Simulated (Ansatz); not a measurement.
# S on Mg(0001): change of the work function, part 3 of 4

Aim: the work function of Mg(0001) at several coverages of S (fcc site), and the dipole that each adsorbate carries.

Ansatz 0.2.0; plane-wave DFT, PBE, Ansatz PAW.

So far, work function, upper face (eV): step 2 (the clean slab) 3.79; step 3 (37 atoms, coverage 0.111 ML, cell 3x3) 4.23.

## (4) Adsorbate added, k-mesh 6×6×1, coverage 0.25 ML

System of this step: S/Mg(0001). The cell holds 17 atoms: 16 Mg and 1 S. Cell: a = 6.420 Å, b = 6.420 Å, c = 27.576 Å, α = 90.0°, β = 90.0°, γ = 60.0°. Vacuum lies along c.

Another coverage, to see how the dipoles act on each other as their distance changes.

The input, input.yaml:

```yaml
crystal:
  lattice:
    - [6.4199999999, 0.0, 0.0]
    - [3.21, 5.5598830922, 0.0]
    - [0.0, 0.0, 27.5760900775]
  atoms:
    - { symbol: Mg, position: [0.3333333333, 0.3333333333, 0.3263696911] }
    - { symbol: Mg, position: [0.0, 0.0, 0.4208907052] }
    - { symbol: Mg, position: [0.3333333333, 0.3333333333, 0.5155965706] }
    - { symbol: Mg, position: [0.0, 0.0, 0.610973011] }
    - { symbol: Mg, position: [0.3333333333, 0.8333333333, 0.3263696911] }
    - { symbol: Mg, position: [0.0, 0.5, 0.4208907052] }
    - { symbol: Mg, position: [0.3333333333, 0.8333333333, 0.5155965706] }
    - { symbol: Mg, position: [0.0, 0.5, 0.610973011] }
    - { symbol: Mg, position: [0.8333333333, 0.3333333333, 0.3263696911] }
    - { symbol: Mg, position: [0.5, 0.0, 0.4208907052] }
    - { symbol: Mg, position: [0.8333333333, 0.3333333333, 0.5155965706] }
    - { symbol: Mg, position: [0.5, 0.0, 0.610973011] }
    - { symbol: Mg, position: [0.8333333333, 0.8333333333, 0.3263696911] }
    - { symbol: Mg, position: [0.5, 0.5, 0.4208907052] }
    - { symbol: Mg, position: [0.8333333333, 0.8333333333, 0.5155965706] }
    - { symbol: Mg, position: [0.5, 0.5, 0.610973011] }
    - { symbol: S, position: [0.1666666667, 0.1666666667, 0.6736303089] }
kpoints:
  mp_grid: { grid: [6, 6, 1] }
hamiltonian:
  xc: pbe
scf:
  occupations: { method: fermi_dirac, width: 0.1 }
  convergence: { dr2_threshold: 1.0e-08 }
efield:
  axis: 3
  dipole_correction: true
  ramp_position: 0.97
  ramp_width: 0.06
relax:
  f_tol: 0.02
  max_steps: 60
  constraints: [{ sites: [0, 1, 4, 5, 8, 9, 12, 13] }]
output:
  dos: { projected: true, e_range: [-8, 4] }
  write_potential: true
  write_density: true
  volumetric_format: npy
  elf: true
```

On the command line:

```
$ ansatz run input.yaml --threads 4 --pin off --max-ram 16384MiB --backend cpu --events-out ev --progress --plain --runs-dir out
```

Numbers of over 12 decimals in the logs are rounded to 6 here.

Log:

```text
[...]
Crystal: 17 atoms, lattice volume = 984.313 Å³
Basis set: ecut = 420 eV, 19269 PW (Γ), exchange–correlation on 90×90×384 points (8 copies of the dense FFT grid, shifted against one another)
Bands: 100, of which v1, the nominal top of the filled ones, is band 83 counted from 1 (82 counted from 0)
Symmetry: 6 space group operations
[...]
k-points: 7 of 36 (time reversal used)
[...]
SCF iter   1: F=—  HF=-31682.378974 eV  |F-HF|=—  |Δ(HF+E_count)|=         —  Δρ=9.08e-4  dr2=1.09e-1  ethr=1.77e-3  p=-0.260 e·Å  D=-4.78e-2 V/Å  ΔV_dip=1.32 eV  dr2_dipole=3.52e-2  V_vac-E_F(+/−)=5.08/3.76 eV  ⟨swp⟩=14.9  Hψ=4045  notcnv=0  defer=6
[...]
SCF iter   8: F=-31682.373923 eV  HF=-31682.373923 eV  |F-HF|=4.71e-9  |Δ(HF+E_count)|=   2.00e-9  Δρ=1.89e-7  dr2=5.03e-10  ethr=6.02e-12  p=-0.249 e·Å  D=-4.58e-2 V/Å  ΔV_dip=1.26 eV  dr2_dipole=1.73e-12  V_vac-E_F(+/−)=5.00/3.74 eV  ⟨swp⟩=9.0  Hψ=3538  notcnv=0
SCF 1 converged in 8 iterations: F = -31682.373923 eV  dr2 = 5.03e-10
[...]
relax step   1: F+E_penalty+E_count = -31682.37392321 eV  Δ(F+E_penalty+E_count) = +0.000e0 eV  max|allowed force component| = 1.110e0 eV/Å  Δτ_max = 0.0000 Å  (8 SCF iters, accepted)
[...]
SCF iter   8: F=-31682.483312 eV  HF=-31682.483312 eV  |F-HF|=1.20e-10  |Δ(HF+E_count)|=   5.86e-9  Δρ=2.96e-7  dr2=1.71e-9  ethr=6.02e-12  p=-0.215 e·Å  D=-3.96e-2 V/Å  ΔV_dip=1.09 eV  dr2_dipole=1.97e-10  V_vac-E_F(+/−)=4.84/3.75 eV  ⟨swp⟩=12.3  Hψ=4232  notcnv=0
SCF 2 converged in 8 iterations: F = -31682.483312 eV  dr2 = 1.71e-9
relax step   2: F+E_penalty+E_count = -31682.48331155 eV  Δ(F+E_penalty+E_count) = -1.094e-1 eV  max|allowed force component| = 3.471e-1 eV/Å  Δτ_max = 0.1651 Å  (8 SCF iters, accepted)
SCF iter   1: F=—  HF=-31682.495833 eV  |F-HF|=—  |Δ(HF+E_count)|=         —  Δρ=8.99e-4  dr2=2.99e-2  ethr=1.68e-4  p=-0.215 e·Å  D=-3.96e-2 V/Å  ΔV_dip=1.09 eV  dr2_dipole=9.00e-3  V_vac-E_F(+/−)=4.83/3.74 eV  ⟨swp⟩=5.7  Hψ=1621  notcnv=0
[...]
SCF iter   8: F=-31682.493390 eV  HF=-31682.493390 eV  |F-HF|=1.28e-9  |Δ(HF+E_count)|=   4.11e-9  Δρ=2.19e-7  dr2=8.49e-10  ethr=6.02e-12  p=-0.197 e·Å  D=-3.63e-2 V/Å  ΔV_dip=1.00 eV  dr2_dipole=1.15e-11  V_vac-E_F(+/−)=4.75/3.75 eV  ⟨swp⟩=11.7  Hψ=4323  notcnv=0
SCF 3 converged in 8 iterations: F = -31682.493390 eV  dr2 = 8.49e-10
relax step   3: F+E_penalty+E_count = -31682.49338979 eV  Δ(F+E_penalty+E_count) = -1.008e-2 eV  max|allowed force component| = 3.039e-1 eV/Å  Δτ_max = 0.0877 Å  (8 SCF iters, accepted)
[...]
relax step   4: F+E_penalty+E_count = -31682.50579819 eV  Δ(F+E_penalty+E_count) = -1.241e-2 eV  max|allowed force component| = 2.058e-2 eV/Å  Δτ_max = 0.0338 Å  (7 SCF iters, accepted)
SCF iter   1: F=—  HF=-31682.505928 eV  |F-HF|=—  |Δ(HF+E_count)|=         —  Δρ=4.90e-5  dr2=1.08e-4  ethr=1.26e-6  p=-0.208 e·Å  D=-3.82e-2 V/Å  ΔV_dip=1.05 eV  dr2_dipole=2.92e-5  V_vac-E_F(+/−)=4.80/3.75 eV  ⟨swp⟩=3.7  Hψ=1488  notcnv=0  defer=5
[...]
SCF iter   6: F=-31682.505949 eV  HF=-31682.505949 eV  |F-HF|=3.79e-9  |Δ(HF+E_count)|=   2.95e-8  Δρ=2.77e-7  dr2=3.46e-9  ethr=6.02e-12  p=-0.207 e·Å  D=-3.81e-2 V/Å  ΔV_dip=1.05 eV  dr2_dipole=6.99e-10  V_vac-E_F(+/−)=4.80/3.75 eV  ⟨swp⟩=10.4  Hψ=4026  notcnv=0
SCF 5 converged in 6 iterations: F = -31682.505949 eV  dr2 = 3.46e-9
relax step   5: F+E_penalty+E_count = -31682.50594926 eV  Δ(F+E_penalty+E_count) = -1.511e-4 eV  max|allowed force component| = 1.205e-3 eV/Å  Δτ_max = 0.0129 Å  (6 SCF iters, accepted)
[...]
SCF converged after 6 iterations
Free energy (F): -31682.505949 eV
[...]
Internal energy: -31682.245002 eV  (E = F + TS)
E sigma→0 (E₀):  -31682.375475 eV
Entropy (-TS):   -0.260948 eV (-15.350 meV/atom)
Fermi energy:    -0.332293 eV
Dipole field:    D = -0.038036 V/Å  (p = -0.206901 e·Å, saw-weighted, corrected)
Work function:   Φ+ = 4.7994 eV   Φ− = 3.7505 eV
[...]
--- Forces (eV/Å), atoms counted from 1 ---
  atom   1  Mg    -0.01604942    -0.00926614    -0.01630237
  atom   2  Mg    -0.01199352    -0.00692446     0.00559901
  atom   3  Mg     0.00006105     0.00003525     0.00021380
  atom   4  Mg    -0.00021207    -0.00012244     0.00025385
  atom   5  Mg     0.00000000     0.01853228    -0.01630237
  atom   6  Mg     0.00000000     0.01384892     0.00559901
  atom   7  Mg    -0.00000000    -0.00007049     0.00021380
  atom   8  Mg     0.00000000     0.00024488     0.00025385
  atom   9  Mg     0.01604942    -0.00926614    -0.01630237
  atom  10  Mg     0.01199352    -0.00692446     0.00559901
  atom  11  Mg    -0.00006105     0.00003525     0.00021380
  atom  12  Mg     0.00021207    -0.00012244     0.00025385
  atom  13  Mg     0.00000000     0.00000000    -0.02697085
  atom  14  Mg    -0.00000000     0.00000000     0.05696037
  atom  15  Mg     0.00000000     0.00000000    -0.00120548
  atom  16  Mg    -0.00000000    -0.00000000     0.00073085
  atom  17  S      0.00000000     0.00000000     0.00118265
  max |Σ_I F_I| component: 9.58e-6 eV/Å
--- Band table (eV; the first three rows and the last of 7) ---
  k-point 0: bands = [... 79 lower, -1.4485, -1.4272, -1.1870, -1.1196, -1.1196, -0.8242, -0.0974, -0.0974, ... 13 higher]
  k-point 1: bands = [... 79 lower, -1.2467, -1.2133, -0.9680, -0.7523, -0.5938, -0.4759, -0.1037, 0.0068, ... 13 higher]
  k-point 2: bands = [... 79 lower, -1.0342, -0.8860, -0.5109, -0.3642, -0.1563, 0.0234, 0.7022, 0.7587, ... 13 higher]
  k-point 6: bands = [... 79 lower, -0.8404, -0.6130, -0.5982, -0.4853, 0.0617, 0.0896, 0.1955, 0.5261, ... 13 higher]
--- Relaxed structure (5 steps of the walk, 5 accepted, 0 SCFs on fresh bases) ---
  F+E_penalty+E_count = -31682.50594926 eV   max|allowed force component| = 1.205e-3 eV/Å
  atoms:
    - { symbol: Mg, position: [0.333333, 0.333333, 0.326370] }
    - { symbol: Mg, position: [2.6667121670171395e-17, 2.6667121670171398e-17, 0.420891] }
    - { symbol: Mg, position: [0.331652, 0.331652, 0.514282] }
    - { symbol: Mg, position: [-0.00266231, -0.00266231, 0.612931] }
    - { symbol: Mg, position: [0.333333, 0.833333, 0.326370] }
    - { symbol: Mg, position: [5.551115123125783e-17, 0.500000, 0.420891] }
    - { symbol: Mg, position: [0.331652, 0.836695, 0.514282] }
    - { symbol: Mg, position: [-0.00266231, 0.505325, 0.612931] }
    - { symbol: Mg, position: [0.833333, 0.333333, 0.326370] }
    - { symbol: Mg, position: [0.500000, 2.6667121670575298e-17, 0.420891] }
    - { symbol: Mg, position: [0.836695, 0.331652, 0.514282] }
    - { symbol: Mg, position: [0.505325, -0.00266231, 0.612931] }
    - { symbol: Mg, position: [0.833333, 0.833333, 0.326370] }
    - { symbol: Mg, position: [0.5, 0.500000, 0.420891] }
    - { symbol: Mg, position: [0.833333, 0.833333, 0.517336] }
    - { symbol: Mg, position: [0.5, 0.500000, 0.603549] }
    - { symbol: S, position: [0.166667, 0.166667, 0.668130] }
```

It took 84 s on 4 threads of Arm Neoverse V1, shared host; peak memory 2.4 GiB; 5.4 min of CPU time.

Step by step:

```csv
step,energy less that of the first step (eV),largest force component (eV/Å)
1,0.0000,1.1101
2,-0.1094,0.3471
3,-0.1195,0.3039
4,-0.1319,0.0206
5,-0.1320,0.0012
```

The run keeps the 6 symmetry operations that it works with, so distortions that break them were not tested.

The atoms that moved most (Å):

```
atom      dx      dy      dz  length
Mg16   0.000   0.000  -0.205   0.205
 S17   0.000   0.000  -0.152   0.152
 Mg8   0.000   0.030   0.054   0.062
 Mg4  -0.026  -0.015   0.054   0.062
Mg12   0.026  -0.015   0.054   0.062
Mg15   0.000   0.000   0.048   0.048
Mg11   0.016  -0.009  -0.036   0.041
 Mg3  -0.016  -0.009  -0.036   0.041
```

The relaxed structure:

```xyz
17
Lattice="6.4200 0.0000 0.0000 3.2100 5.5599 0.0000 0.0000 0.0000 27.5761" Properties=species:S:1:pos:R:3
Mg    3.2100    1.8533    9.0000
Mg    0.0000    0.0000   11.6065
Mg    3.1938    1.8439   14.1819
Mg   -0.0256   -0.0148   16.9022
Mg    4.8150    4.6332    9.0000
Mg    1.6050    2.7799   11.6065
Mg    4.8150    4.6519   14.1819
Mg    1.6050    2.8095   16.9022
Mg    6.4200    1.8533    9.0000
Mg    3.2100    0.0000   11.6065
Mg    6.4362    1.8439   14.1819
Mg    3.2356   -0.0148   16.9022
Mg    8.0250    4.6332    9.0000
Mg    4.8150    2.7799   11.6065
Mg    8.0250    4.6332   14.2661
Mg    4.8150    2.7799   16.6435
S     1.6050    0.9266   18.4244
```

Numbers from this step:

| Item | Value |
| --- | --- |
| energy at zero smearing | -31682.3755 eV |
| work function, upper face | 4.799 eV |
| work function, lower face | 3.751 eV |
| dipole along the normal | -0.2069 e·Å |
| step between the vacuum levels | 1.049 eV |

The density of states has structure finer than the step of the table below, so its rows give means over 0.5 eV, whole bins alone (the curve runs from -8 to 1.98 eV). Peaks (eV: height): -2.80: 17.4, -2.50: 30.4, -1.65: 14.9, -1.53: 13.3, -0.54: 12.9, -0.18: 17.3, 1.08: 14.2.

The density of states by energy, zero at the Fermi level; means over each step:

energy (eV), density of states (states/eV a cell) and a bar:
```
     -7.0        0.0 
     -6.5        0.8 ###
     -6.0        1.5 #####
     -5.5        3.0 ##########
     -5.0        3.4 ############
     -4.5        3.1 ###########
     -4.0        6.0 #####################
     -3.5        6.8 ########################
     -3.0        7.9 ###########################
     -2.5        7.9 ###########################
     -2.0        5.4 ###################
     -1.5        8.3 #############################
     -1.0        6.5 #######################
     -0.5        7.2 #########################
      0.0        8.2 ############################
      0.5        6.2 ######################
      1.0        8.7 ##############################
      1.5        8.1 ############################
```

Projected DOS per atom over height of the atomic layer and energy from the Fermi level. Layers: Mg4 Mg4 Mg4 Mg4 S from below.

Values in states/eV, 22 rows by 5 columns, each cell a mean:
```
0.08 0.08 0.09 0.10 0.10
0.13 0.14 0.13 0.13 0.15
0.21 0.13 0.11 0.16 0.14
0.17 0.12 0.11 0.16 0.21
0.09 0.14 0.16 0.14 0.23
0.19 0.12 0.16 0.17 0.35
0.20 0.22 0.19 0.22 0.40
0.33 0.27 0.26 0.25 0.75
0.29 0.27 0.28 0.21 0.84
0.37 0.32 0.24 0.17 1.91
0.29 0.29 0.33 0.09 2.10
0.31 0.25 0.26 0.33 3.16
0.27 0.21 0.24 0.30 1.33
0.34 0.29 0.28 0.38 0.59
0.14 0.17 0.16 0.14 0.14
0.17 0.23 0.24 0.18 0.11
0.16 0.22 0.24 0.13 0.07
0.04 0.16 0.15 0.03 0.01
0.03 0.11 0.10 0.02 0.01
0.00 0.00 0.00 0.00 0.00
0.00 0.00 0.00 0.00 0.00
0.00 0.00 0.00 0.00 0.00
```
Columns: height of the atomic layer (Å) from 9 to 18.4 (not evenly spaced); rows upwards: energy from the Fermi level (eV) from -7.96 to 1.95.

ELF in the ca plane at fractional y = 0.000, with atoms of Mg within 0.2 Å of it. It is the smooth field of the valence electrons, not physical close to the nuclei.

Values, 9 rows by 16 columns, each cell a mean:
```
0.54 0.20 0.24 0.44 0.60 0.58 0.22 0.31 0.11 0.09 0.02 0.00 0.00 0.00 0.00 0.00
0.40 0.38 0.32 0.47 0.17 0.29 0.43 0.36 0.42 0.08 0.00 0.00 0.00 0.00 0.00 0.00
0.36 0.47 0.42 0.46 0.11 0.24 0.49 0.52 0.52 0.10 0.00 0.00 0.00 0.00 0.00 0.00
0.52 0.19 0.19 0.46 0.53 0.53 0.23 0.25 0.12 0.07 0.01 0.00 0.00 0.00 0.00 0.00
0.54 0.24 0.28 0.42 0.66 0.64 0.24 0.34 0.23 0.34 0.11 0.01 0.00 0.00 0.00 0.00
0.50 0.20 0.17 0.49 0.36 0.52 0.26 0.17 0.63 0.71 0.34 0.05 0.00 0.00 0.00 0.00
0.35 0.52 0.52 0.45 0.06 0.29 0.37 0.39 0.79 0.82 0.47 0.07 0.00 0.00 0.00 0.00
0.46 0.27 0.22 0.49 0.25 0.45 0.30 0.18 0.71 0.76 0.39 0.06 0.00 0.00 0.00 0.00
0.54 0.23 0.28 0.43 0.64 0.64 0.23 0.33 0.30 0.45 0.16 0.02 0.00 0.00 0.00 0.00
```
Columns run along c (16.0 Å, from fractional 0.35 to 0.93 of the cell), rows up along a (6.4 Å). Atoms in or near the plane, at fractional coordinates: Mg at (0.42, 0.00), Mg at (0.61, 0.00), Mg at (0.42, 0.50), Mg at (0.61, 0.51).

Electrostatic potential energy in the ca plane at fractional y = 0.000, with atoms of Mg within 0.2 Å of it. With pseudopotentials it is smooth inside the atoms' cores, unlike the true potential.

Values in eV, 9 rows by 16 columns, each cell a mean:
```
  1 -19 -27  -1   0   1  -9 -37  -5   3   4   4   4   4   4   4
  0  -1  -3   1  -4  -2   0  -4   0   3   4   4   4   4   4   4
  0   0  -1   1  -5  -2   0  -2   1   3   4   4   4   4   4   4
  1 -14 -21   0   0   0  -7 -28  -3   3   4   4   4   4   4   4
  1 -28 -38  -1   1   1 -14 -47  -6   3   4   4   4   4   4   4
  0  -8 -12   0  -2   0  -3 -14  -2   2   4   4   4   4   4   4
 -1   1   0   0  -6  -2   1   0  -3  -1   4   4   4   4   4   4
  0  -4  -6   0  -3  -1  -2  -7  -2   1   4   4   4   4   4   4
  1 -25 -35  -1   1   1 -12 -43  -5   3   4   4   4   4   4   4
```
Columns run along c (16.0 Å, from fractional 0.35 to 0.93 of the cell; values clipped at the 3rd and 97th percentile), rows up along a (6.4 Å). Atoms in or near the plane, at fractional coordinates: Mg at (0.42, 0.00), Mg at (0.61, 0.00), Mg at (0.42, 0.50), Mg at (0.61, 0.51).

Valence density in the ca plane at fractional y = 0.000, with atoms of Mg within 0.2 Å of it. It is the smooth field of the valence electrons, not physical close to the nuclei.

Ten steps, logarithmic in the rise over the least value, from '0' (0 e/Å³) to '9' (24 e/Å³), each cell a mean:
```
00015884000000000037971000000000000000000000
00001331000000000013420000000000000000000000
00000000000000000000000000000000000000000000
00000000000000000000000000000000000000000000
00000000000000000000000000000000000000000000
00000000000000000000000000000000000000000000
00002431000000000013430000000000000000000000
00015984000000000037971000000000000000000000
00016995100000000038972000000000000000000000
00014762000000000015641110000000000000000000
00001110000000000001111111000000000000000000
00000000000000000000011222100000000000000000
00000000000000000000011222100000000000000000
00000000000000000000011222100000000000000000
00001110000000000001111111000000000000000000
00013662000000000015641110000000000000000000
00016995100000000038972000000000000000000000
```
Columns run along c (16.0 Å, from fractional 0.35 to 0.93 of the cell), rows up along a (6.4 Å). Atoms in or near the plane, at fractional coordinates: Mg at (0.42, 0.00), Mg at (0.61, 0.00), Mg at (0.42, 0.50), Mg at (0.61, 0.51).

The relaxation took 5 steps and lowered the energy by 0.13 eV; the largest force on the free atoms ends at 0.0012 eV/Å.

By hand: a sheet of dipoles makes a step −p/(ε₀A) in the electron's potential. With e/ε₀ = 180.95 V·Å, p = -0.2069 e·Å and A = 35.69 Å², that is −180.95 × (-0.2069) / 35.69 = +1.049 eV, and the two vacuum levels of the run differ by +1.049 eV.

The covered face has 4.80 eV, +1.01 eV against the clean one; the bare back face has moved by -0.04 eV, a measure of how thin the slab is.

## (5) Adsorbate added, k-mesh 6×6×1, coverage 0.5 ML

System of this step: S/Mg(0001). The cell holds 18 atoms: 16 Mg and 2 S. Its edges and angles: a = 6.420 Å, b = 6.420 Å, c = 27.576 Å, α = 90.0°, β = 90.0°, γ = 60.0°. Vacuum lies along c.

Another coverage, to see how the dipoles act on each other as their distance changes.

input.yaml, as its differences from that of step 4:

```diff
@@ -23,2 +23,3 @@
     - { symbol: S, position: [0.1666666667, 0.1666666667, 0.6736303089] }
+    - { symbol: S, position: [0.6666666667, 0.1666666667, 0.6736303089] }
 kpoints:
```

Log:

```text
[...]
Crystal: 18 atoms, lattice volume = 984.313 Å³
Basis set: ecut = 420 eV, 19269 PW (Γ), exchange–correlation on 90×90×384 points (8 copies of the dense FFT grid, shifted against one another)
Bands: 104, of which v1, the nominal top of the filled ones, is band 86 counted from 1 (85 counted from 0)
Symmetry: 4 space group operations
[...]
- { symbol: Mg, position: [0.833333, 0.833333, 0.3263696911] }
    - { symbol: Mg, position: [0.500000, 0.500000, 0.4208907052] }
    - { symbol: Mg, position: [0.832007, 0.835986, 0.516924] }
    - { symbol: Mg, position: [0.498415, 0.503169, 0.605729] }
    - { symbol: S, position: [0.148256, 0.203489, 0.667157] }
    - { symbol: S, position: [0.648256, 0.203489, 0.667157] }
[key lines of the parts left out:]
SCF converged after 7 iterations
Free energy (F): -32585.602284 eV
Fermi energy:    -0.390360 eV
Dipole field:    D = -0.064660 V/Å  (p = -0.351729 e·Å, saw-weighted, corrected)
Work function:   Φ+ = 5.5280 eV   Φ− = 3.7449 eV
```

Run time: 3.1 min. Hardware: 4 threads; peak memory 2.8 GiB; 12 min of CPU time.

Relaxation path:

| step | energy less that of the first step (eV) | largest force component (eV/Å) |
| --- | --- | --- |
| 1 | 0.0000 | 1.0813 |
| 2 | -0.2192 | 0.4553 |
| 3 | -0.2635 | 0.2049 |
| 4 | -0.2785 | 0.0748 |
| 5 | -0.2831 | 0.0394 |
| 6 | -0.2861 | 0.0061 |

Forces are held to the 4 operations that the run works with; a distortion that breaks them can't arise in this run.

The atoms that moved most (Å):

| atom | dx | dy | dz | length |
| --- | --- | --- | --- | --- |
| S18 | 0.000 | 0.205 | -0.179 | 0.272 |
| S17 | 0.000 | 0.205 | -0.179 | 0.272 |
| Mg4 | 0.000 | 0.004 | 0.165 | 0.165 |
| Mg12 | 0.000 | 0.004 | 0.165 | 0.165 |
| Mg8 | 0.000 | 0.018 | -0.145 | 0.146 |
| Mg16 | 0.000 | 0.018 | -0.145 | 0.146 |
| Mg3 | 0.000 | -0.020 | -0.068 | 0.071 |
| Mg11 | 0.000 | -0.020 | -0.068 | 0.071 |

The relaxed structure:

```xyz
18
Lattice="6.4200 0.0000 0.0000 3.2100 5.5599 0.0000 0.0000 0.0000 27.5761" Properties=species:S:1:pos:R:3
Mg    3.2100    1.8533    9.0000
Mg    0.0000    0.0000   11.6065
Mg    3.2100    1.8329   14.1497
Mg    0.0000    0.0040   17.0130
Mg    4.8150    4.6332    9.0000
Mg    1.6050    2.7799   11.6065
Mg    4.8150    4.6480   14.2547
Mg    1.6050    2.7976   16.7036
Mg    6.4200    1.8533    9.0000
Mg    3.2100    0.0000   11.6065
Mg    6.4200    1.8329   14.1497
Mg    3.2100    0.0040   17.0130
Mg    8.0250    4.6332    9.0000
Mg    4.8150    2.7799   11.6065
Mg    8.0250    4.6480   14.2547
Mg    4.8150    2.7976   16.7036
S     1.6050    1.1314   18.3976
S     4.8150    1.1314   18.3976
```

The relaxation took 6 steps and lowered the energy by 0.29 eV; the largest force on the free atoms ends at 0.0061 eV/Å.

The covered face has 5.53 eV, +1.74 eV against the clean one; the bare back face has moved by -0.05 eV, a measure of how thin the slab is.

[end of part 3 of 4]

[Logs are printed without paths, hosts, clocks, repeated set-up lines and the standing remarks that a program may print on its own settings, such as how far it seeks lower states.]

[Hosts, paths, dates, database ids (printed as entryN), source tags and the programs' standing remarks are cut or masked in the printed files.]

[Maps of the electrostatic potential energy from Ansatz leave out the sawtooth potential of an applied field or a dipole correction, so their vacuum need not be flat; planar profiles and work functions include it.]
